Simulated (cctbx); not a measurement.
# DyFe11Bi2: precision against data quality

Space group Immm (no. 71), a = 4.1800 Å, b = 8.4260 Å, c = 11.9800 Å, α = 90.00°, β = 90.00°, γ = 90.00°.

```csv
atom,mult.,x,y,z,Ueq (Å²)
Bi1,4,1/2,1/2,0.7957,0.0038
Dy1,2,0,0,0,0.0051
Fe1,8,0,0.2820,0.1377,0.0081
Fe2,8,0,0.3564,0.3401,0.0074
Fe3,4,1/2,0.3155,0,0.0080
Fe4,2,0,1/2,0,0.0060
```

The model is made up (kin elements in a known structure type, no relaxation), so it says nothing on whether the phase exists.

Five simulated data sets (cctbx; Ag Kα, λ = 0.56087 Å; 3 % proportional error) differ in resolution or exposure (noise floor 2 counts in the first three, 8 in the last two). Each is refined with the right model, isotropic at 1.1 Å and anisotropic otherwise. How do the figures of merit and the uncertainties move?

| d min (Å) | top counts | ⟨I/σ⟩ (unmerged, absences included) | unique | param. (scale apart) | Rint | R1 | GooF | largest s.u. xyz (fractional) | s.u. U of Fe1 (Å²) | largest error (Å) |
| --- | --- | --- | --- | --- | --- | --- | --- | --- | --- | --- |
| 1.1 | 5000 | 6.1 | 113 | 12 | 0.039 | 0.0120 | 0.88 | 0.00028 | 0.0006 | 0.0049 |
| 0.84 | 5000 | 5.5 | 235 | 26 | 0.041 | 0.0132 | 0.87 | 0.00019 | 0.0006 | 0.0018 |
| 0.6 | 5000 | 4.4 | 614 | 26 | 0.053 | 0.0171 | 0.95 | 0.00013 | 0.0003 | 0.0011 |
| 0.75 | 300 | 0.7 | 331 | 26 | 0.386 | 0.0725 | 0.94 | 0.00161 | 0.0040 | 0.0230 |
| 0.75 | 3000 | 3.4 | 331 | 26 | 0.073 | 0.0232 | 0.94 | 0.00030 | 0.0008 | 0.0031 |

The number of reflections grows roughly as 1/d³: 113, 235 and 614 here. R1 follows the noise rather than the truth: at 300 counts it is 0.0725, at 3000 counts 0.0232, while GooF is 0.94 and 0.94: the weights 1/σ² carry the noise. The s.u. of U (U11 where anisotropic) for Fe1 goes 0.0006, 0.0006, 0.0003 Å² with resolution and 0.0040, 0.0008 Å² with exposure.

Hardware for the 0.6 Å refinement: 0.48 s on 1 thread of Arm Neoverse N1, on a shared host, peak memory 0.09 GiB.

[Logs are printed without paths, hosts, clocks, repeated set-up lines and the standing remarks that a program may print on its own settings, such as how far it seeks lower states.]
